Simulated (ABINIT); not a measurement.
# A GW chain in ABINIT: WSe2 (P6_3/mmc)

Aim: the G0W0 gap of WSe2 (P6_3/mmc) on PBE, step by step.

Method: PBE and many-body steps on it, plane waves, in ABINIT 10.8.3.

The database entry behind the starting cell differs from later determinations by our own check (a about 0.2 % long), so it need not match the best structure at ambient conditions.

**1. The structure**

Symmetry: P6_3/mmc, No. 194, hexagonal system. The conventional cell has a = 3.290 Å, b = 3.290 Å, c = 12.970 Å, α = 90.00°, β = 90.00°, γ = 120.00°. W has 6 Se at 2.53 Å nearest. Nearest to Se lie 3 W at 2.53 Å. Farther neighbours and most contacts between anions are not listed.

The cell and positions come from the Crystallography Open Database and are kept as given unless a step says otherwise. Spin-orbit coupling is left out unless a step names it.

**2. Ground state**

This step: ABINIT 10.8.3; DFT, PBE, plane waves, norm-conserving pseudopotentials.

The ground-state density comes first.

run.abi reads:

```
acell 3*1.0 Angstrom
rprim 
  3.290000000028 -0.000000000007 0.000000000000
  -1.645000000008 2.849223578479 0.000000000000
  0.000000000000 0.000000000000 12.970000000000
ntypat 2
znucl 74 34
natom 6
typat 1 1 2 2 2 2
xred 
  0.333333333333 0.666666666667 0.250000000000
  0.666666666667 0.333333333333 0.750000000000
  0.333333333333 0.666666666667 0.621000000000
  0.666666666667 0.333333333333 0.121000000000
  0.333333333333 0.666666666667 0.879000000000
  0.666666666667 0.333333333333 0.379000000000
pp_dirpath "pseudos"
pseudos "W.upf, Se.upf"
ecut 58
ngkpt 6 6 2
nshiftk 1
shiftk 0 0 0
kptopt 1
chksymbreak 0
nband 69
occopt 1
tolvrs 1e-08
nstep 60
prtwf 0
indata_prefix "in"
outdata_prefix "out"
tmpdata_prefix "tmp"
```

The run is started by

```bash
$ OMP_NUM_THREADS=1 mpirun -n 4 abinit run.abi > log
```

Numbers of over 12 decimals in the logs are rounded to 6 here.

The log of the run:

```text
.Version 10.8.3 of ABINIT. v10.8.2 released Aug 2026.

 Symmetries : space group P6_3/m m c (#194); Bravais hP (primitive hexag.)
================================================================================
 Values of the parameters that define the memory need of the present run
     intxc =       0    ionmov =       0      iscf =       7    lmnmax =       8
     lnmax =       8     mgfft =     180  mpssoang =       4    mqgrid =    8403
     natom =       6  nloc_mem =       1    nspden =       1   nspinor =       1
    nsppol =       1      nsym =      24    n1xccc =    2501    ntypat =       2
    occopt =       1   xclevel =       2
-    mband =          69        mffmem =           1         mkmem =           4
       mpw =       17347          nfft =      364500          nkpt =          14
================================================================================
  Rough estimation (10% accuracy) of disk space for files :
================================================================================

--------------------------------------------------------------------------------
------------- Echo of variables that govern the present computation ------------
--------------------------------------------------------------------------------
 -outvars: echo values of preprocessed input variables --------
            acell      1.8897261259E+00  1.8897261259E+00  1.8897261259E+00 Bohr

      chksymbreak           0
             ecut      5.80000000E+01 Hartree
-          fftalg         312

              ixc     -101130
              kpt      0.00000000E+00  0.00000000E+00  0.00000000E+00
                       1.66666667E-01  0.00000000E+00  0.00000000E+00
                       3.33333333E-01  0.00000000E+00  0.00000000E+00
                       5.00000000E-01  0.00000000E+00  0.00000000E+00
                       1.66666667E-01  1.66666667E-01  0.00000000E+00
                       3.33333333E-01  1.66666667E-01  0.00000000E+00
                       3.33333333E-01  3.33333333E-01  0.00000000E+00
                       0.00000000E+00  0.00000000E+00  5.00000000E-01
                       1.66666667E-01  0.00000000E+00  5.00000000E-01
                       3.33333333E-01  0.00000000E+00  5.00000000E-01
                       5.00000000E-01  0.00000000E+00  5.00000000E-01
[...]
kptrlatt        6    0    0      0    6    0      0    0    2
          kptrlen      3.73031937E+01
P           mkmem           4
            natom           6
            nband          69
            ngfft          45      45     180
             nkpt          14
            nstep          60
             nsym          24
           ntypat           2
              occ      2.000000  2.000000  2.000000  2.000000  2.000000  2.000000
                       2.000000  2.000000  2.000000  2.000000  2.000000  2.000000
                       2.000000  2.000000  2.000000  2.000000  2.000000  2.000000
                       2.000000  2.000000  2.000000  2.000000  2.000000  2.000000
                       2.000000  2.000000  2.000000  2.000000  2.000000  2.000000
                       2.000000  2.000000  2.000000  2.000000  2.000000  2.000000
                       2.000000  2.000000  2.000000  2.000000  2.000000  2.000000
                       2.000000  2.000000  2.000000  2.000000  2.000000  2.000000
                       2.000000  2.000000  2.000000  2.000000  2.000000  2.000000
                       2.000000  2.000000  2.000000  2.000000  2.000000  2.000000
                       2.000000  2.000000  0.000000  0.000000  0.000000  0.000000
[...]
prtwf           0
            rprim      3.2900000000E+00 -7.0000000000E-12  0.0000000000E+00
[...]
spgroup         194

           tolvrs      1.00000000E-08

             xred      3.3333333333E-01  6.6666666667E-01  2.5000000000E-01
[...]
znucl       74.00000   34.00000

================================================================================

 chkinp: Checking input parameters for consistency.

================================================================================
== DATASET  1 ==================================================================
-   mpi_nproc: 4, omp_nthreads: 1 (-1 if OMP is not activated)

--- !DatasetInfo
iteration_state: {dtset: 1, }
dimensions: {natom: 6, nkpt: 14, mband: 69, nsppol: 1, nspinor: 1, nspden: 1, mpw: 17347, }
cutoff_energies: {ecut:  58.0, pawecutdg:  -1.0, }
electrons: {nelect:   1.24000000E+02, charge:   0.00000000E+00, occopt:   1.00000000E+00, tsmear:   1.00000000E-02, }

 Real(R)+Recip(G) space primitive vectors, cartesian coordinates (Bohr,Bohr^-1):
 R(1)=  6.2171990  0.0000000  0.0000000  G(1)=  0.1608441  0.0928634  0.0000000
 R(2)= -3.1085995  5.3842522  0.0000000  G(2)=  0.0000000  0.1857268  0.0000000
 R(3)=  0.0000000  0.0000000 24.5097479  G(3)=  0.0000000  0.0000000  0.0408001
 Unit cell volume ucvol=  8.2046301E+02 bohr^3
 Angles (23,13,12)=  9.00000000E+01  9.00000000E+01  1.20000000E+02 degrees

 getcut: wavevector=  0.0000  0.0000  0.0000  ngfft=  45  45 180
         ecut(hartree)=     58.000   => boxcut(ratio)=   2.06433

--- Pseudopotential description ------------------------------------------------
[...]
Cartesian components of stress tensor (hartree/bohr^3)
  sigma(1 1)= -1.15630396E-04  sigma(3 2)=  0.00000000E+00
  sigma(2 2)= -1.15630396E-04  sigma(3 1)=  0.00000000E+00
  sigma(3 3)= -1.49125236E-04  sigma(2 1)=  0.00000000E+00

--- !ResultsGS
iteration_state: {dtset: 1, }
comment   : Summary of ground state results
lattice_vectors:
- [  6.2171990,  -0.0000000,   0.0000000, ]
- [ -3.1085995,   5.3842522,   0.0000000, ]
- [  0.0000000,   0.0000000,  24.5097479, ]
lattice_lengths: [   6.21720,    6.21720,   24.50975, ]
lattice_angles: [ 90.000,  90.000, 120.000, ] # degrees, (23, 13, 12)
lattice_volume:   8.2046301E+02
convergence: {deltae:  1.176E-10, res2:  7.446E-09, residm:  3.605E-03, diffor: null, }
etotal    :  -1.50487545E+03
entropy   :   0.00000000E+00
fermie    :   3.61147283E-01
cartesian_stress_tensor: # hartree/bohr^3
- [ -1.15630396E-04,   0.00000000E+00,   0.00000000E+00, ]
- [  0.00000000E+00,  -1.15630396E-04,   0.00000000E+00, ]
- [  0.00000000E+00,   0.00000000E+00,  -1.49125236E-04, ]
pressure_GPa:   3.7304E+00
xred      :
- [  3.3333E-01,   6.6667E-01,   2.5000E-01,  W]
- [  6.6667E-01,   3.3333E-01,   7.5000E-01,  W]
- [  3.3333E-01,   6.6667E-01,   6.2100E-01, Se]
- [  6.6667E-01,   3.3333E-01,   1.2100E-01, Se]
- [  3.3333E-01,   6.6667E-01,   8.7900E-01, Se]
- [  6.6667E-01,   3.3333E-01,   3.7900E-01, Se]
cartesian_forces: # hartree/bohr
- [  1.85870451E-27,   7.52019979E-27,   7.22801448E-20, ]
- [  1.83704970E-27,   7.38267328E-27,   7.22801448E-20, ]
- [ -9.23938554E-27,  -1.81284949E-26,  -3.50345895E-03, ]
- [ -9.23938554E-27,   2.66801436E-26,  -3.50345895E-03, ]
- [ -9.23938554E-27,  -1.17272609E-26,   3.50345895E-03, ]
- [  2.40224024E-26,  -1.17272609E-26,   3.50345895E-03, ]
force_length_stats: {min:   7.22801448E-20, max:   3.50345895E-03, mean:   2.33563930E-03, }

 Integrated electronic density in atomic spheres:
 ------------------------------------------------
 Atom  Sphere_radius  Integrated_density
[...]
================================================================================

 ----iterations are completed or convergence reached----

 Mean square residual over all n,k,spin=   66.756E-07; max=  36.048E-04
 reduced coordinates (array xred) for    6 atoms
[...]
0.666666666667      0.333333333333      0.750000000000
       0.333333333333      0.666666666667      0.621000000000
       0.666666666667      0.333333333333      0.121000000000
       0.333333333333      0.666666666667      0.879000000000
       0.666666666667      0.333333333333      0.379000000000
 rms dE/dt=  4.0479E-02; max dE/dt=  8.5869E-02; dE/dt below (all hartree)
    1      -0.000000000000     -0.000000000000      0.000000000000
    2       0.000000000000      0.000000000000      0.000000000000
    3       0.000000000000      0.000000000000      0.085868895552
    4       0.000000000000     -0.000000000000      0.085868895552
    5       0.000000000000      0.000000000000     -0.085868895552
    6      -0.000000000000      0.000000000000     -0.085868895552

 cartesian coordinates (angstrom) at end:
    1      4e-12     1.899482     3.242500
    2      1.645000     0.949741     9.727500
    3      4e-12     1.899482     8.054370
    4      1.645000     0.949741     1.569370
[...]
cartesian forces (hartree/bohr) at end:
[...]
frms,max,avg= 1.6515464E-03 3.5034590E-03   0.000E+00  0.000E+00  0.000E+00 h/b

 cartesian forces (eV/Angstrom) at end:
[...]
2      0.000000     0.000000     0.000000
    3     -0.000000    -0.000000    -0.180155
    4     -0.000000     0.000000    -0.180155
    5     -0.000000    -0.000000     0.180155
    6      0.000000    -0.000000     0.180155
 frms,max,avg= 8.4925930E-02 1.8015510E-01   0.000E+00  0.000E+00  0.000E+00 e/A
 length scales=  1.889726125908  1.889726125908  1.889726125908 bohr
              =  1.000000000000  1.000000000000  1.000000000000 angstroms
 prteigrs : about to open file out_EIG
 Fermi (or HOMO) energy (hartree) =   0.36115   Average Vxc (hartree)=  -0.41983
 Eigenvalues (hartree) for nkpt=  14  k points:
 kpt#   1, nband= 69, wtk=  0.01389, kpt=  0.0000  0.0000  0.0000 (reduced coord)
  -7.29039   -7.29039   -7.29039   -7.29039   -5.06693   -5.06693   -5.06693   -5.06693
  -5.06693   -5.06693   -5.06693   -5.06693   -5.06548   -5.06548   -5.06548   -5.06548
  -2.37091   -2.37091   -1.39916   -1.39916   -1.39916   -1.39916   -1.39914   -1.39914
  -1.39913   -1.39913   -1.39792   -1.39792   -1.39791   -1.39791   -1.39788   -1.39788
  -1.39787   -1.39787   -1.39745   -1.39744   -1.39737   -1.39736   -1.05694   -1.05694
  -1.05194   -1.05194   -1.05194   -1.05194   -0.20054   -0.19132   -0.15729   -0.14185
   0.09886    0.13946    0.22806    0.26311    0.26311    0.26375    0.26375    0.30412
   0.30412    0.30615    0.30615    0.32068    0.32183    0.36115    0.45820    0.45846
   0.46005    0.46121    0.46151    0.46584    0.46920
 prteigrs : prtvol=0 or 1, do not print more k-points.

--- !EnergyTerms
iteration_state     : {dtset: 1, }
comment             : Components of total free energy in Hartree
kinetic             :  6.25794027482691E+02
hartree             :  5.72117172781043E+02
xc                  : -1.48629641281263E+02
Ewald energy        : -7.08466026466593E+02
psp_core            :  1.88883512588344E+01
local_psp           : -1.54329264058837E+03
non_local_psp       : -3.21286693528143E+02
total_energy        : -1.50487545034180E+03
total_energy_eV     : -4.09497471313454E+04
band_energy         : -2.52458523383586E+02

 Cartesian components of stress tensor (hartree/bohr^3)
  sigma(1 1)= -1.15630396E-04  sigma(3 2)=  0.00000000E+00
  sigma(2 2)= -1.15630396E-04  sigma(3 1)=  0.00000000E+00
  sigma(3 3)= -1.49125236E-04  sigma(2 1)=  0.00000000E+00

-Cartesian components of stress tensor (GPa)         [Pressure=  3.7304E+00 GPa]
- sigma(1 1)= -3.40196370E+00  sigma(3 2)=  0.00000000E+00
- sigma(2 2)= -3.40196370E+00  sigma(3 1)=  0.00000000E+00
- sigma(3 3)= -4.38741591E+00  sigma(2 1)=  0.00000000E+00

== END DATASET(S) ==============================================================
================================================================================

 -outvars: echo values of variables after computation  --------
           etotal     -1.5048754503E+03
            nband          69
             nkpt          14
          spgroup         194
 [... the other variables as echoed above ...]

 Calculation completed.
```

Run time: 5.3 min. Hardware: 4 MPI ranks of Arm Neoverse V1, shared host; peak memory 0.92 GiB.

Numbers from this step:

```
total energy               : -40949.7471 eV
gap                        : 0.9782 eV
k of the valence top       : 0, 0, 0
k of the conduction bottom : 0.1667, 0.1667, 0
least direct gap           : 1.524 eV
pressure                   : 3.730 GPa
```

The gap is indirect, with the least direct gap 0.55 eV higher.

The cutoff was set for levels, not for stress, so the pressure can be off by some GPa.

**3. Empty states on the mesh, 3×3×1 mesh, 143 bands**

The sums over transitions need many empty states on a uniform mesh; this step solves for them.

Edit run.abi of step 2 so:

```diff
@@ -19,3 +19,3 @@
 ecut 58
-ngkpt 6 6 2
+ngkpt 3 3 1
 nshiftk 1
@@ -24,7 +24,10 @@
 chksymbreak 0
-nband 69
-occopt 1
-tolvrs 1e-08
+iscf -2
+irdden 1
+istwfk *1
+nband 143
+nbdbuf 12
+tolwfr 1e-09
 nstep 60
-prtwf 0
+prtvol 0
 indata_prefix "in"
```

The run is started by

```bash
$ OMP_NUM_THREADS=1 mpirun -n 3 abinit run.abi > log
```

The log of the run:

```text
.Version 10.8.3 of ABINIT. v10.8.2 released Aug 2026.

 Symmetries : space group P6_3/m m c (#194); Bravais hP (primitive hexag.)
[... echo of the input left out ...]
== DATASET  1 ==================================================================
-   mpi_nproc: 3, omp_nthreads: 1 (-1 if OMP is not activated)

--- !DatasetInfo
iteration_state: {dtset: 1, }
dimensions: {natom: 6, nkpt: 3, mband: 143, nsppol: 1, nspinor: 1, nspden: 1, mpw: 17365, }
cutoff_energies: {ecut:  58.0, pawecutdg:  -1.0, }
electrons: {nelect:   1.24000000E+02, charge:   0.00000000E+00, occopt:   1.00000000E+00, tsmear:   1.00000000E-02, }

 Real(R)+Recip(G) space primitive vectors, cartesian coordinates (Bohr,Bohr^-1):
 R(1)=  6.2171990  0.0000000  0.0000000  G(1)=  0.1608441  0.0928634  0.0000000
 R(2)= -3.1085995  5.3842522  0.0000000  G(2)=  0.0000000  0.1857268  0.0000000
 R(3)=  0.0000000  0.0000000 24.5097479  G(3)=  0.0000000  0.0000000  0.0408001
 Unit cell volume ucvol=  8.2046301E+02 bohr^3
 Angles (23,13,12)=  9.00000000E+01  9.00000000E+01  1.20000000E+02 degrees

 getcut: wavevector=  0.0000  0.0000  0.0000  ngfft=  45  45 180
         ecut(hartree)=     58.000   => boxcut(ratio)=   2.06433

--- Pseudopotential description ------------------------------------------------
- W Generated using ONCVPSP code by D. R. Hamann
- 74.00000  14.00000  171031                  znucl, zion, pspdat
12 -101130 3 -1 1396                          pspcod,pspxc,lmax,lloc,mmax
     nproj     2     2     2     2
  pspatm : epsatm=   11.70739509
         --- l  ekb(1:nproj) -->
             0   12.992056    1.844411
             1    9.080024    1.409692
             2    4.470007    0.514403
[...]
pspatm: atomic psp has been read  and splines computed

- Se Generated using ONCVPSP code by D. R. Hamann
- 34.00000  24.00000  171031                  znucl, zion, pspdat
12 -101130 2 -1 1214                          pspcod,pspxc,lmax,lloc,mmax
     nproj     2     2     2     0
  pspatm : epsatm=   25.39064422
         --- l  ekb(1:nproj) -->
[...]
pspatm: atomic psp has been read  and splines computed

--------------------------------------------------------------------------------

================================================================================
 prteigrs : about to open file out_EIG
 Non-SCF case, kpt    1 (  0.00000  0.00000  0.00000), residuals and eigenvalues=
  8.11E-10  8.31E-10  2.51E-10  2.49E-10  3.70E-10  5.09E-10  6.34E-10  3.36E-10
  5.20E-10  5.36E-10  3.71E-10  4.56E-10  4.36E-10  4.43E-10  4.58E-10  3.57E-10
  6.46E-10  7.23E-10  6.73E-10  1.08E-10  7.05E-11  7.18E-10  7.13E-11  8.54E-11
[...]
2.61E-08  1.72E-08  1.06E-06  1.26E-05  1.28E-05  2.63E-04  3.46E-05
 -7.2904E+00 -7.2904E+00 -7.2904E+00 -7.2904E+00 -5.0669E+00 -5.0669E+00
 -5.0669E+00 -5.0669E+00 -5.0669E+00 -5.0669E+00 -5.0669E+00 -5.0669E+00
 -5.0655E+00 -5.0655E+00 -5.0655E+00 -5.0655E+00 -2.3709E+00 -2.3709E+00
[...]
1.4897E+00  1.5012E+00  1.5012E+00  1.5689E+00  1.5689E+00  1.5775E+00
  1.5894E+00  1.6322E+00  1.6322E+00  1.6598E+00  1.6603E+00  1.6631E+00
  1.7270E+00  1.7270E+00  1.7542E+00  1.7544E+00  1.7693E+00
 prteigrs : prtvol=0 or 1, do not print more k-points.

--- !ResultsGS
iteration_state: {dtset: 1, }
comment   : Summary of ground state results
lattice_vectors:
- [  6.2171990,  -0.0000000,   0.0000000, ]
- [ -3.1085995,   5.3842522,   0.0000000, ]
- [  0.0000000,   0.0000000,  24.5097479, ]
lattice_lengths: [   6.21720,    6.21720,   24.50975, ]
lattice_angles: [ 90.000,  90.000, 120.000, ] # degrees, (23, 13, 12)
lattice_volume:   8.2046301E+02
convergence: {deltae:  0.000E+00, res2:  0.000E+00, residm:  9.962E-10, diffor:  0.000E+00, }
etotal    :  -1.50487545E+03
entropy   :   0.00000000E+00
fermie    :   3.61147283E-01
cartesian_stress_tensor: null
pressure_GPa: null
xred      :
- [  3.3333E-01,   6.6667E-01,   2.5000E-01,  W]
- [  6.6667E-01,   3.3333E-01,   7.5000E-01,  W]
- [  3.3333E-01,   6.6667E-01,   6.2100E-01, Se]
- [  6.6667E-01,   3.3333E-01,   1.2100E-01, Se]
- [  3.3333E-01,   6.6667E-01,   8.7900E-01, Se]
- [  6.6667E-01,   3.3333E-01,   3.7900E-01, Se]
cartesian_forces: null
force_length_stats: {min: null, max: null, mean: null, }

 Integrated electronic density in atomic spheres:
 ------------------------------------------------
 Atom  Sphere_radius  Integrated_density
[...]
================================================================================

 ----iterations are completed or convergence reached----

 Mean square residual over all n,k,spin=   45.725E-11; max=  99.623E-11
 reduced coordinates (array xred) for    6 atoms
[...]
0.333333333333      0.666666666667      0.879000000000
       0.666666666667      0.333333333333      0.379000000000

 cartesian coordinates (angstrom) at end:
    1      4e-12     1.899482     3.242500
    2      1.645000     0.949741     9.727500
    3      4e-12     1.899482     8.054370
    4      1.645000     0.949741     1.569370
    5      4e-12     1.899482    11.400630
    6      1.645000     0.949741     4.915630
 length scales=  1.889726125908  1.889726125908  1.889726125908 bohr
              =  1.000000000000  1.000000000000  1.000000000000 angstroms
 prteigrs : about to open file out_EIG
 Eigenvalues (hartree) for nkpt=   3  k points:
 kpt#   1, nband=143, wtk=  0.11111, kpt=  0.0000  0.0000  0.0000 (reduced coord)
[...]
1.41234    1.41234    1.46046    1.46046    1.47476    1.47610    1.48974    1.50117
   1.50117    1.56895    1.56895    1.57747    1.58936    1.63221    1.63221    1.65980
   1.66031    1.66309    1.72697    1.72697    1.75422    1.75435    1.76927
 prteigrs : prtvol=0 or 1, do not print more k-points.

== END DATASET(S) ==============================================================
================================================================================

 -outvars: echo values of variables after computation  --------
            nband         143
             nkpt           3
          spgroup         194
 [... the other variables as echoed above ...]

 Calculation completed.
```

Wall time 2.1 min (3 MPI ranks); peak memory 0.41 GiB.

This step gave:

```yaml
gap: 1.330 eV
k_of_the_valence_top: 0, 0, 0
k_of_the_conduction_bottom: 0.3333, 0.3333, 0
least_direct_gap: 1.524 eV
k_points_computed: 3
lowest_point_of_the_top_converged_band_above_the_valence_top: 32.10 eV
```

On this mesh the gap is 1.330 eV. The earlier step found 0.978 eV, so this mesh misses an edge.

(Part 1 of 2 ends here.)

[Paths, hosts, dates, memory and timing lines, banners, echoed tables and standing remarks are left out of the program output.]

[Logs are printed without paths, hosts, clocks, repeated set-up lines and the standing remarks that a program may print on its own settings, such as how far it seeks lower states.]

[Runs of the session that timed out or met a known fault of the program may be left out.]

[Hosts, paths, dates, database ids (printed as entryN), source tags and the programs' standing remarks are cut or masked in the printed files.]

[G0W0 gaps are taken among the corrected bands and points alone; a level outside them can change the order at an edge.]

[Where Ansatz stands beside ABINIT at settings called matched, ABINIT's density can come from a denser mesh and the files from another edition; pairs whose starting gaps differed by over 0.03 eV were left out, so agreement reads better than it is.]
